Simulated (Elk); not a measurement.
# MnPt: spin-spiral energies, part 2 of 2

Aim: the energy of spin spirals in MnPt along a path of wavevectors.

Elk 11.2.3 (patched build); LDA (Perdew-Wang); all-electron APW+lo, Dirac cores, scalar-relativistic bands.

So far. Step 2 (Run at q = 0): After 25 cycles the largest moment stands at 3.60 μB.

## 3. One pass at q = (0, 0.25, 0)

One diagonalisation in the potential of q = 0; by the force theorem the spiral's energy is the band energy with the smearing's entropy term, less that of a like pass at q = 0. The total energy that such a pass prints is not self-consistent and is not used.

elk.in

```
tasks
  1

xctype
  3

reducebf
  0.5

epsengy
  1e-06

maxscl
  1

rgkmax
  7.0

nempty
  12

swidth
  0.003

lmaxi
  3

spinsprl
  .true.

spinpol
  .true.

vqlss
  0.000000 0.250000 0.000000

sppath
  './'

avec
  5.34792493269 0.00000000000 0.00000000000
  0.00000000000 5.34792493269 0.00000000000
  0.00000000000 0.00000000000 6.91639761613

atoms
  2
  'Mn.in'
  1
  0.0000000000 0.0000000000 0.0000000000   -0.000074 0.000000 -0.000074
  'Pt.in'
  1
  0.5000000000 0.5000000000 0.5000000000   0.000000 0.000000 0.000000

ngridk
  8 8 8
```

Started as:

```
$ OMP_NUM_THREADS=4 elk
```

Numbers of over 12 decimals in the logs are rounded to 6 here.

The program printed:

```text
Warning(gndstate): core states of species 2 leak from the muffin-tin :   0.3437826767E-03

--- INFO.OUT ---
┌─────────────────────────┐
│ Elk code version 11.2.3 │
└─────────────────────────┘

All units are atomic (Hartree, Bohr, etc.)

┌──────────────────────────────────────────┐
│ Ground-state run resuming from STATE.OUT │
└──────────────────────────────────────────┘

Lattice vectors :
   5.347924933       0.000000000       0.000000000
   0.000000000       5.347924933       0.000000000
   0.000000000       0.000000000       6.916397616

Species : 1 (Mn)
 muffin-tin radius :    2.400000000
 atomic positions (lattice), magnetic fields (Cartesian) :
  1 :   0.00000000  0.00000000  0.00000000    0.00000000  0.00000000  0.00000000

Species : 2 (Pt)
 muffin-tin radius :    2.648962466
 atomic positions (lattice), magnetic fields (Cartesian) :
  1 :   0.50000000  0.50000000  0.50000000    0.00000000  0.00000000  0.00000000

Total number of atoms per unit cell :    2
Total muffin-tin volume :    135.7661270
 ratio of muffin-tin to unit cell volume :   0.6863424670

Spin treatment :
 spin-polarised
 global magnetic field (Cartesian) :    0.000000000       0.000000000       0.000000000
 non-collinear magnetisation
 spin-spiral state assumed
  q-vector (lattice)   :    0.000000000      0.2500000000       0.000000000
  q-vector (Cartesian) :    0.000000000      0.2937207135       0.000000000
  q-vector length      :   0.2937207135

Number of Bravais lattice symmetries :    4
Number of crystal symmetries         :    4
Crystal has no inversion symmetry
Complex Hermitian eigensolver will be used

k-point grid :      8     8     8
k-point offset :    0.000000000       0.000000000       0.000000000
k-point set is reduced with full crystal symmetry group
Total number of k-points :      200

Muffin-tin radius times maximum |G+k| :    7.000000000
 using average radius
Maximum |G+k| for APW functions       :    2.772846915
Maximum (1/2)|G+k|²                   :    3.844340008
Maximum |G| for potential and density :    12.00000000
Constant for pseudocharge density :    8
 order of it for each species :   15  15
 order of it for pair densities of each species (exact exchange by exxq0 0: 15) :    8  11
Radial integration step length :    1

G-vector grid sizes :     21    21    27
Number of G-vectors :     5791

Maximum angular momentum used for
 APW functions            :    8
 outer part of muffin-tin :    6

Number of empty states         :     24
Total number of valence states :     94
Total number of core states    :     58

Third-order local-orbitals added for an l without core states : T
Total number of local-orbitals :     61

Exchange-correlation functional :      3     0     0
 Perdew-Wang/Ceperley-Alder, Phys. Rev. B 45, 13244 (1992)
 gradient requirement :    0
 local density approximation (LDA)

Smearing type :    3
 Fermi-Dirac
Smearing width :   0.3000000000E-02
Effective electronic temperature (K) :    947.3250744

Mixing type :    3
 Broyden mixing, J. Phys. A: Math. Gen. 17, L317 (1984)

Potential read in from STATE.OUT

┌──────────────────────────────┐
│ Self-consistent loop started │
└──────────────────────────────┘

┌─────────────────┐
│ Loop number : 1 │
└─────────────────┘

Reached self-consistent loops maximum

Energies :
 Fermi                       :     0.323412
 sum of occupied eigenvalues :     -11999.624369561
 electron kinetic            :      22262.215038372
 core electron kinetic       :      21317.602219992
 Coulomb                     :     -41458.076890522
 Coulomb potential           :     -33735.135912062
 nuclear-nuclear             :     -1885.7815636814
 electron-nuclear            :     -45459.510149950
 Hartree                     :      5887.2148231090
 Madelung                    :     -24590.508934491
 xc potential                :     -526.47592478571
 xc effective B-field        :    -0.227091
 external B-field            :      0.000000
 exchange                    :     -386.85757277400
 correlation                 :     -10.258930509987
 electron entropic           :    -0.10365011291139E-02
 total energy                :     -19592.979391935
 (external B-field energy excluded from total)

Density of states at Fermi energy :    33.23934637
 (states/Hartree/unit cell)

Estimated indirect band gap :   0.9940688407E-03
 from k-point 132 to k-point 97
Estimated direct band gap   :   0.3225182428E-02
 at k-point 20

Charges :
 core                        :    58.00000000
 valence                     :    45.00000000
 interstitial                :    2.090959089
 muffin-tins (core leakage)
  species : 1 (Mn)
   atom 1                    :    23.80678431     ( -0.3595730984E-05)
  species : 2 (Pt)
   atom 1                    :    77.10225660     (  0.3437826767E-03)
 total in muffin-tins        :    100.9090409
 total calculated charge     :    102.9986614
 total charge                :    103.0000000
 error                       :   0.1338552000E-02

Moments :
 interstitial                :   0.6068956911E-01 -0.1705817166E-04  0.6245859385E-01
 muffin-tins
  species : 1 (Mn)
   atom 1                    :    2.590531595     -0.9363925222E-03   2.494718853
  species : 2 (Pt)
   atom 1                    :   0.1699480830      0.5435268630E-04  0.2467787265
 total in muffin-tins        :    2.760479678     -0.8820398359E-03   2.741497580
 total moment                :    2.821169247     -0.8990980076E-03   2.803956174

┌──────────────────────────────┐
│ Self-consistent loop stopped │
└──────────────────────────────┘

Warning : core states of species 2 leak from the muffin-tin :   0.3437826767E-03
```

Wall time 13 s (4 threads of Arm Neoverse V2, shared host); peak memory 0.27 GiB.

This step gave:

- magnetization: 2.821, -8.99e-4, 2.804 μB
- final state: spiral
- largest moment: 3.596 μB

Moments of a spiral are printed for the first cell, in the frame that turns with it; over the crystal the turning parts cancel.

By that sum this spiral lies -55.9 meV a seeded atom from q = 0.

## 4. One pass at q = (0, 0.5, 0)

elk.in, as its differences from that of step 3:

```diff
@@ -34,3 +34,3 @@
 vqlss
-  0.000000 0.250000 0.000000
+  0.000000 0.500000 0.000000
```

Started as:

```
$ OMP_NUM_THREADS=4 elk
```

The program printed:

```text
Warning(gndstate): core states of species 2 leak from the muffin-tin :   0.3437826767E-03

--- INFO.OUT ---
┌─────────────────────────┐
│ Elk code version 11.2.3 │
└─────────────────────────┘

All units are atomic (Hartree, Bohr, etc.)

┌──────────────────────────────────────────┐
│ Ground-state run resuming from STATE.OUT │
└──────────────────────────────────────────┘

Lattice vectors :
   5.347924933       0.000000000       0.000000000
   0.000000000       5.347924933       0.000000000
   0.000000000       0.000000000       6.916397616
[...]
Moments :
 interstitial                :   0.4154423942E-01 -0.2206820641E-05  0.6123510712E-01
 muffin-tins
  species : 1 (Mn)
   atom 1                    :    2.612490420     -0.9896108944E-03   2.441386812
  species : 2 (Pt)
   atom 1                    :   0.4831179320E-01  0.2090656823E-03  0.2323693174
 total in muffin-tins        :    2.660802213     -0.7805452122E-03   2.673756129
 total moment                :    2.702346452     -0.7827520328E-03   2.734991236

┌──────────────────────────────┐
│ Self-consistent loop stopped │
└──────────────────────────────┘

Warning : core states of species 2 leak from the muffin-tin :   0.3437826767E-03

[key lines of the parts left out:]
total energy                :     -19592.981068539
```

It took 13 s on 4 threads; peak memory 0.27 GiB.

Numbers from this step:

```yaml
magnetization: 2.702, -7.83e-4, 2.735 μB
final_state: spiral
largest_moment: 3.576 μB
```

By that sum this spiral lies -104.4 meV a seeded atom from q = 0.

## 5. The whole path

Wavevectors, in fractions of the reciprocal vectors: (0, 0, 0); (0, 0.25, 0); (0, 0.5, 0); (0.25, 0.5, 0); (0.5, 0.5, 0); (0.25, 0.25, 0); (0, 0, 0); (0, 0, 0.25); (0, 0, 0.5). The path runs through Γ, X, M, Γ, Z.

Energy less that at q = 0, frozen potential against path:

```tsv
path (Å⁻¹)	energy less that at q = 0, frozen potential (meV a seeded atom)
0.00	0
0.56	-55.9
1.11	-104
1.67	-127
2.22	-173
3.01	-91.7
3.79	0
4.22	-10.7
4.65	-14.0
```

## 6. Summary of results

```json
{
  "lowest point": "(0.5, 0.5, 0), -173 meV a seeded atom (frozen potential)",
  "highest point": "(0, 0, 0), 0 meV a seeded atom"
}
```

**Reading.** A spiral at (0.5, 0.5, 0) lies 173 meV under the state at q = 0, so that state is unstable. The energies are those of a cone of 45°, about sin²θ = 0.50 of a flat spiral's. The mesh is the same for all points and was not tested: differences of a few meV, and of some ten in a metal, can be noise.

[Logs and program files are shortened in this print: banners, set-up blocks, solver, clock and traceback lines can be left out without a mark of their own.]

[Logs are printed without paths, hosts, clocks, repeated set-up lines and the standing remarks that a program may print on its own settings, such as how far it seeks lower states.]

[Hosts, paths, dates, database ids (printed as entryN), source tags and the programs' standing remarks are cut or masked in the printed files.]

[Where a cell is said to come from a database of computed structures, the database is the Materials Project.]
